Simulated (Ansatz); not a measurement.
# twin(10-13) boundary in hcp Ru: structure and resistance, part 2 of 2

Aim: the relaxed structure and the specific resistance of the twin(10-13) boundary in hcp Ru.

Ansatz 0.2.0; Ansatz plane-wave DFT, PBE, PAW files; relaxation of a bicrystal slab with its lowest layers held; PAW set soft_1 (the session's first sound run).

So far. Step 2 (Relaxing the bicrystal): The largest force component on a free atom ends at 0.0064 eV/Å, under the tolerance of 0.03, after 7 steps.

## 3. Transmission across the boundary

Bulk layers of each grain are laid under and over the relaxed boundary, and a lead is named in the middle of each, away from the free faces. The mesh across the current, 8×24, is finer than the density's, because channels open and close sharply across the zone. Energies from -0.1 to 0.1 eV in steps of 0.05 eV are too few for the program's thermal sum, so it prints no conductance; for a metal the transmission near the Fermi level serves, at a fraction of the cost.

This step: Ansatz plane-wave DFT, PBE, PAW files; ballistic transport by layer matching (Landauer), zero bias; boundary relaxed in a short slab, bulk layers laid on; PAW set soft_1 (Ansatz 0.2.0).

System of this step: twin(10-13) boundary in hcp Ru. The cell holds 73 atoms: 73 Ru. Its edges and angles: a = 8.342 Å, b = 2.706 Å, c = 52.894 Å, α = 90.0°, β = 90.0°, γ = 80.7°. It derives from Ru. Regions: lower grain, 28 atoms (28 Ru); boundary, 21 atoms (21 Ru); upper grain, 24 atoms (24 Ru). Vacuum lies along c.

input.yaml reads:

```yaml
crystal:
  lattice:
    - [8.3417110409, 0.0, 0.0]
    - [0.4388400416, 2.669976228, 0.0]
    - [0.0, 0.0, 52.8943549207]
  atoms:
    - { symbol: Ru, position: [4.6263567791, -10.3548450563, 0.0756224366] }
    - { symbol: Ru, position: [4.9237476689, -10.5035405011, 0.0948270438] }
    - { symbol: Ru, position: [4.3832258469, -9.7332795902, 0.0986679653] }
    - { symbol: Ru, position: [4.6806167368, -9.881975035, 0.1178725725] }
    - { symbol: Ru, position: [4.1400949148, -9.1117141241, 0.1217134939] }
    - { symbol: Ru, position: [4.4374858046, -9.2604095689, 0.1409181012] }
    - { symbol: Ru, position: [3.8969639826, -8.490148658, 0.1447590226] }
    - { symbol: Ru, position: [4.1943548724, -8.6388441028, 0.1639636299] }
    - { symbol: Ru, position: [3.6538330504, -7.8685831919, 0.1678045513] }
    - { symbol: Ru, position: [3.9512239403, -8.0172786368, 0.1870091586] }
    - { symbol: Ru, position: [3.4107021182, -7.2470177258, 0.19085008] }
    - { symbol: Ru, position: [3.7080930081, -7.3957131707, 0.2100546873] }
    - { symbol: Ru, position: [3.1675711861, -6.6254522598, 0.2138956087] }
    - { symbol: Ru, position: [3.4649620759, -6.7741477046, 0.2331002159] }
    - { symbol: Ru, position: [2.9244402539, -6.0038867937, 0.2369411374] }
    - { symbol: Ru, position: [3.2218311437, -6.1525822385, 0.2561457446] }
    - { symbol: Ru, position: [2.6813093217, -5.3823213276, 0.2599866661] }
    - { symbol: Ru, position: [2.9787002116, -5.5310167724, 0.2791912733] }
    - { symbol: Ru, position: [2.4381783895, -4.7607558615, 0.2830321948] }
    - { symbol: Ru, position: [2.7355692794, -4.9094513063, 0.302236802] }
    - { symbol: Ru, position: [2.1950474574, -4.1391903954, 0.3060777235] }
    - { symbol: Ru, position: [2.4924383472, -4.2878858402, 0.3252823307] }
    - { symbol: Ru, position: [1.9519165252, -3.5176249293, 0.3291232521] }
    - { symbol: Ru, position: [2.249307415, -3.6663203741, 0.3483278594] }
    - { symbol: Ru, position: [1.708785593, -2.8960594632, 0.3521687808] }
    - { symbol: Ru, position: [2.0061764829, -3.0447549081, 0.3713733881] }
    - { symbol: Ru, position: [1.4656546609, -2.2744939971, 0.3752143095] }
    - { symbol: Ru, position: [1.7630455507, -2.423189442, 0.3944189168] }
    - { symbol: Ru, position: [0.2225237287, 0.347071469, 0.3982598382] }
    - { symbol: Ru, position: [0.5199146185, 0.1983760241, 0.4174644455] }
    - { symbol: Ru, position: [0.9778262673, 0.9693968532, 0.4207327653] }
    - { symbol: Ru, position: [0.2770699078, 0.8198207446, 0.4399683672] }
    - { symbol: Ru, position: [0.7341320664, 0.5911342582, 0.4446271901] }
    - { symbol: Ru, position: [0.0282107902, 0.4442069292, 0.4636201651] }
    - { symbol: Ru, position: [0.4885500264, 0.2139461336, 0.4684446117] }
    - { symbol: Ru, position: [0.7890293241, 0.0641228586, 0.486630978] }
    - { symbol: Ru, position: [0.2416474954, 0.8369099439, 0.4896793056] }
    - { symbol: Ru, position: [0.5538723118, 0.6825996367, 0.5112856122] }
    - { symbol: Ru, position: [0.2414163685, 0.8398326664, 0.5332734654] }
    - { symbol: Ru, position: [0.7857813948, 0.0672156943, 0.536315367] }
    - { symbol: Ru, position: [0.4880310488, 0.2162846544, 0.5541360508] }
    - { symbol: Ru, position: [0.0271050656, 0.4474548012, 0.5589635678] }
    - { symbol: Ru, position: [0.733602977, 0.5938342709, 0.5782434406] }
    - { symbol: Ru, position: [0.2767815296, 0.822399599, 0.5831892872] }
    - { symbol: Ru, position: [0.9781535131, 0.9718182117, 0.6013621186] }
    - { symbol: Ru, position: [0.5176871706, 0.202197308, 0.60532265] }
    - { symbol: Ru, position: [0.2187952922, 0.3513068446, 0.6252471152] }
    - { symbol: Ru, position: [0.7629106846, 0.5795682736, 0.6283660615] }
    - { symbol: Ru, position: [0.4650192357, 0.7286751992, 0.6480917696] }
    - { symbol: Ru, position: [2.0057913373, -3.0417914521, 0.6516721406] }
    - { symbol: Ru, position: [1.7084004474, -2.8930960073, 0.6708767479] }
    - { symbol: Ru, position: [2.2489222694, -3.6633569182, 0.6747176693] }
    - { symbol: Ru, position: [1.9515313796, -3.5146614734, 0.6939222765] }
    - { symbol: Ru, position: [2.4920532016, -4.2849223843, 0.697763198] }
    - { symbol: Ru, position: [2.1946623118, -4.1362269394, 0.7169678052] }
    - { symbol: Ru, position: [2.7351841338, -4.9064878504, 0.7208087267] }
    - { symbol: Ru, position: [2.4377932439, -4.7577924055, 0.7400133339] }
    - { symbol: Ru, position: [2.978315066, -5.5280533164, 0.7438542554] }
    - { symbol: Ru, position: [2.6809241761, -5.3793578716, 0.7630588626] }
    - { symbol: Ru, position: [3.2214459981, -6.1496187825, 0.7668997841] }
    - { symbol: Ru, position: [2.9240551083, -6.0009233377, 0.7861043913] }
    - { symbol: Ru, position: [3.4645769303, -6.7711842486, 0.7899453127] }
    - { symbol: Ru, position: [3.1671860405, -6.6224888038, 0.80914992] }
    - { symbol: Ru, position: [3.7077078625, -7.3927497147, 0.8129908414] }
    - { symbol: Ru, position: [3.4103169726, -7.2440542699, 0.8321954487] }
    - { symbol: Ru, position: [3.9508387947, -8.0143151808, 0.8360363701] }
    - { symbol: Ru, position: [3.6534479048, -7.865619736, 0.8552409774] }
    - { symbol: Ru, position: [4.1939697268, -8.6358806469, 0.8590818988] }
    - { symbol: Ru, position: [3.896578837, -8.4871852021, 0.8782865061] }
    - { symbol: Ru, position: [4.437100659, -9.257446113, 0.8821274275] }
    - { symbol: Ru, position: [4.1397097692, -9.1087506681, 0.9013320347] }
    - { symbol: Ru, position: [4.6802315912, -9.8790115791, 0.9051729562] }
    - { symbol: Ru, position: [4.3828407013, -9.7303161342, 0.9243775634] }
kpoints:
  mp_grid: { grid: [3, 9, 1] }
hamiltonian:
  xc: pbe
  pseudopotentials: { kind: paw, azcp: { folder: soft_1 } }
scf:
  occupations: { method: fermi_dirac, width: 0.1 }
output:
  transmission:
    leads: [[16, 18], [57, 59]]
    kmesh: [8, 24]
    e_range: [-0.1, 0.1]
    de: 0.05
  write_potential: true
  write_density: true
  volumetric_format: npy
  elf: true
```

Launch:

```bash
ansatz run input.yaml --threads 4 --pin off --max-ram 15360MiB --backend cpu --events-out ev --progress --plain --runs-dir out
```

Numbers of over 12 decimals in the logs are rounded to 6 here.

Log:

```text
[...]
Crystal: 73 atoms, lattice volume = 1178.072 Å³
Basis set: ecut = 420 eV, 23167 PW (Γ)
Bands: 701, of which v1, the nominal top of the filled ones, is band 584 counted from 1 (583 counted from 0)
Symmetry: 1 space group operations
[...]
k-points: 14 of 27 (time reversal used)
[...]
SCF iter   1: F=—  HF=-429183.092418 eV  |F-HF|=—  |Δ(HF+E_count)|=         —  Δρ=1.10e-1  dr2=4.78e2  ethr=3.10e-3  ⟨swp⟩=6.7  Hψ=34706  notcnv=0
[...]
SCF iter  13: F=-429136.615821 eV  HF=-429136.615821 eV  |F-HF|=1.16e-8  |Δ(HF+E_count)|=   2.79e-8  Δρ=8.40e-7  dr2=1.68e-8  ethr=8.56e-12  ⟨swp⟩=2.4  Hψ=17261  notcnv=0
SCF 1 converged in 13 iterations: F = -429136.615821 eV  dr2 = 1.68e-8
[...]
transmission: 745 of 7448 steps passed
transmission: 1490 of 7448 steps passed
[...]
transmission: 7448 of 7448 steps passed
WARN: The output density's exchange-correlation potential varies sharply where the density is thin. Do not read a vacuum level from v_tot or v_xc, or from such a field of the output density. On a cell that repeats whose density bears no net charge and no dipole along the vacuum's axis use v_es (v_loc + v_h of the components); under efield.dipole_correction with no amplitude use v_es + v_field, which holds any externa [...]
SCF converged after 13 iterations
Free energy (F): -429136.615821 eV
[...]
Internal energy: -429134.418450 eV  (E = F + TS)
E sigma→0 (E₀):  -429135.517136 eV
Entropy (-TS):   -2.197371 eV (-30.101 meV/atom)
Fermi energy:    18.918653 eV
[...]
--- Band table (eV; the first three rows and the last of 14) ---
  k-point 0: bands = [... 580 lower, 18.6557, 18.6943, 18.6948, 18.7517, 18.7722, 18.7830, 18.8099, 18.8298, ... 113 higher]
  k-point 1: bands = [... 580 lower, 18.4877, 18.5075, 18.5579, 18.5946, 18.6195, 18.6501, 18.6882, 18.7087, ... 113 higher]
  k-point 2: bands = [... 580 lower, 18.3739, 18.3893, 18.4289, 18.4612, 18.4920, 18.5052, 18.5507, 18.6008, ... 113 higher]
  k-point 13: bands = [... 580 lower, 18.2215, 18.2461, 18.2699, 18.2919, 18.3081, 18.3379, 18.3622, 18.3884, ... 113 higher]
--- Transmission ---
  basis      : 195 plane waves across, 76 finite elements along
  points     : 98, standing for a mesh of 8 x 24
  energies   : 5 from -0.100000 to 0.100000 eV about the Fermi level, 0.050000 eV apart; the leads are filled to 0.000000 eV, and channels, transmission and decay are at 0.000000 eV
  crystal 0  : Ru4, at the sites [16, 18], period 2.4380 Å, over 18.28 Å; its Hamiltonian steps by up to 7.7 meV
    offset         : up to 0.0000 Å between an atom of the period and one for which it stands
    channels       : 5.093750e0 a spin
    conductance    : none, the energies end too early or step too widely for 300 K: set another output.transmission.e_range or a lower de, or, where they end at an eighth of basis.ecutwfc, a higher one
[...]
channels       : 5.083333e0 a spin
[...]
junction   : crystal 0 to crystal 1, 14.26 to 39.85 Å
    transmission   : 2.498372e0 a spin
[...]
```

Elapsed: 26 min, on 4 threads of Intel Xeon Platinum 8488C (Sapphire Rapids), shared host; peak memory 12 GiB.

Numbers from this step:

| Property | Result |
| --- | --- |
| free energy | -429136.6158 eV |
| energy at zero smearing | -429135.5171 eV |
| Fermi energy | 18.92 eV |
| cell area | 22.27 Å² |
| transmission per spin nearest the Fermi level | 2.498 |
| open channels per spin nearest the Fermi level | 5.094 |
| open channels per spin, upper lead | 5.083 |
| step of the lead's potential | 7.7 meV |
| step of the upper lead's potential | 16.7 meV |

Per spin. Transmission, zone mean against energy, zero at the Fermi level:

```csv
energy (eV),"transmission, zone mean"
-0.1000,2.50
-0.0500,2.48
0.0000,2.50
0.0500,2.50
0.1000,2.54
```

Per spin. Table of open channels, zone mean by energy, zero at the Fermi level:

```csv
energy (eV),lead,upper lead
-0.1000,5.11,5.08
-0.0500,5.22,5.20
0.0000,5.09,5.08
0.0500,4.99,4.98
0.1000,4.97,4.94
```

Transmission over k1 and k2. At 0.0000 eV from the Fermi level.

Ten even steps from '_' (1.07) to '@' (6.28):
```
::::--::----==--
::..::::--==----
..____..........
__________....__
..--::..______..
::..::..__..__..
----::::__....::
----::::....::::
::::::::::::::::
::::..--------::
======##@@%%++==
++--**%%@@%%**--
====++%%@@##====
::::--------..::
::::::::::::::::
--::::....::::--
--::....__::::--
::..__..__..::..
....______..::--
____....________
............____
::----==--::::..
::--==----::--::
==--==--==--==--
```
Columns: k1 (b1) from -0.5 to 0.375; rows upwards: k2 (b2) from -0.5 to 0.458.

Open channels over k1 and k2. At 0.0000 eV from the Fermi level.

Ten even steps from '0' (3.0) to '9' (11.0):
```
12323232
12212312
10011001
10110000
12222222
22211111
22220112
22221122
22223322
22235332
53379863
53789873
53689733
22335322
22233222
22211222
22110222
21111122
12222222
10000110
11001100
12132122
12323232
22522252
```
Columns: k1 (b1) from -0.5 to 0.375; rows upwards: k2 (b2) from -0.5 to 0.458.

Valence density in the ca plane at fractional y = 0.064, with atoms of Ru within 0.2 Å of it. It is the smooth field of the valence electrons, not physical close to the nuclei.

Ten steps, logarithmic in the rise over the least value, from '0' (0 e/Å³) to '9' (11 e/Å³), each cell a mean:
```
33222233333689863358997422332221000000000000
33222233223699963358997433332211000000000000
33333322223589853346775323332211000000000000
23466532222456543234443322332322100000000000
34799742222333333323334433233565310000000000
35899853223222223332346764335788521000000000
34799743333322223333368985336999731000000000
33566533333322223322379996336898631000000000
33333333333333332222358875334676421000000000
33333344333345543222235553333343321100000000
44333576533468864222333333333333332110000000
44334788633478874334432223444334565310000000
43334788633357764345543223554335787420000000
32223566433344443345543223444335787420000000
22233333333333322334433333333234665310000000
33444333355543233333333443322233343210000000
34676433467753334432234554333443321100000000
35787533468753345532234554335775321000000000
34777433356643345432223443346887421000000000
23455333334333333333333332246886310000000000
23333333333333333334543222234664210000000000
33222333333456543347875322223332100000000000
```
Columns run along c (16.0 Å, from fractional 0.70 to 1.00 of the cell), rows up along a (8.3 Å). Atoms in or near the plane, at fractional coordinates: Ru at (0.72, 0.74), Ru at (0.79, 0.92), Ru at (0.86, 0.65), Ru at (0.91, 0.68).

Electrostatic potential energy in the ca plane at fractional y = 0.064, with atoms of Ru within 0.2 Å of it. With pseudopotentials it is smooth inside the atoms' cores, unlike the true potential.

Ten even steps from '0' (-58 eV) to '9' (24 eV), each cell a mean:
```
89999988998510158850003899999999999999999999
99999999998400048860004899999999999999999999
99988999998610168984237999999999999999999999
99755789999865689998788999999999999999999999
98300279999998999999988889998756899999999999
97100169999999999999974358996201589999999999
97300279999999999999850015885000389999999999
98744689999999999999840005886100489999999999
99988899999998899999862026998534799999999999
89999888899976679999987678999888999999999999
78898644789851148999999999889999889999999999
77897301589830037988889998778998656899999999
88997401589862258986679998767887314799999999
99998745799987789986679998778996213799999999
99999888888899999988889999889998546899999999
99878899875689999899998888999999888999999999
98535799842368987789997668998888999999999999
87212699741268876689997667986436899999999999
97423799865589986789998778984003899999999999
98767899988899988899999999984114899999999999
99999999999988899988778999997557899999999999
99999988899864689973126899999889999999999999
```
Columns run along c (16.0 Å, from fractional 0.70 to 1.00 of the cell; values clipped at the 3rd and 97th percentile), rows up along a (8.3 Å). Atoms in or near the plane, at fractional coordinates: Ru at (0.72, 0.74), Ru at (0.79, 0.92), Ru at (0.86, 0.65), Ru at (0.91, 0.68).

ELF in the ca plane at fractional y = 0.064, with atoms of Ru within 0.2 Å of it. It is the smooth field of the valence electrons, not physical close to the nuclei.

Ten even steps from '0' (0.00) to '9' (0.60), each cell a mean:
```
43343344444699964469998443345543211000000000
44444444444798974469997444444544311000000000
45433454443699964447885454445543211000000000
54567533443467644544554454454433211000000000
44799843444543345544444444444566311000000000
55998954445543444445447864445899731100000000
45899844444444444445479996457989842110000000
54577545444444444444479997456999842211000000
54444444444443344434369995445787544321000000
43454444445456654444445654444444444321100000
44444587544479974433444344433445543221100000
54445899744489985434444443454444675321100000
43345899644468864445643433564455898532100000
43444577545445544445643444443446898521100000
44444444544444444444444444433444676421100000
44444444456544433444454444444444544321100000
54787444479854434444444664454444544322100000
45898544479864456543434664456886444431100000
45798544457644445533444543458998433321000000
44565454444445444444444433447998422210000000
44434443445444444444544443435775211100000000
44444443344467644448985343444442111000000000
```
Columns run along c (16.0 Å, from fractional 0.70 to 1.00 of the cell), rows up along a (8.3 Å). Atoms in or near the plane, at fractional coordinates: Ru at (0.72, 0.74), Ru at (0.79, 0.92), Ru at (0.86, 0.65), Ru at (0.91, 0.68).

Over the solved energies the transmission per spin lies between 2.48 and 2.54, out of 5.08 channels of the lead on average (up to 5.22).

## 4. Specific resistance

This step: Ansatz plane-wave DFT, PBE, PAW files; ballistic transport by layer matching (Landauer), zero bias; specific resistance of the boundary; PAW set soft_1 (Ansatz 0.2.0).

This step gave:

```
area resistance                      : 0.5801 fΩ m²
T over the leads' mean channel count : 0.4945
```

Averaged over the energies near the Fermi level, 49.4 % of the channels pass, which makes 0.580 fΩ m².

By hand, with T and the leads' channels N averaged over the energies near the Fermi level: RA = A (h/2e²)(1/T − ½[1/N₁ + 1/N₂]) = 22.27×10⁻²⁰ m² × 12 906 Ω × (1/2.505 − ½[1/5.076 + 1/5.056]) = 0.580 fΩ m².

## 5. Results

```json
{
  "specific resistance of the boundary": "0.580 fΩ m²",
  "share of channels that pass": "0.494"
}
```

What this shows: The boundary has a specific resistance of 0.58 fΩ m². The boundary reflects 51 % of the channels; 0.58 fΩ m² is 5.8×10⁻¹² Ω·cm². One starting structure was relaxed; another shift or atom count at the boundary may lie lower.

[Logs are printed without paths, hosts, clocks, repeated set-up lines and the standing remarks that a program may print on its own settings, such as how far it seeks lower states.]

[Hosts, paths, dates, database ids (printed as entryN), source tags and the programs' standing remarks are cut or masked in the printed files.]
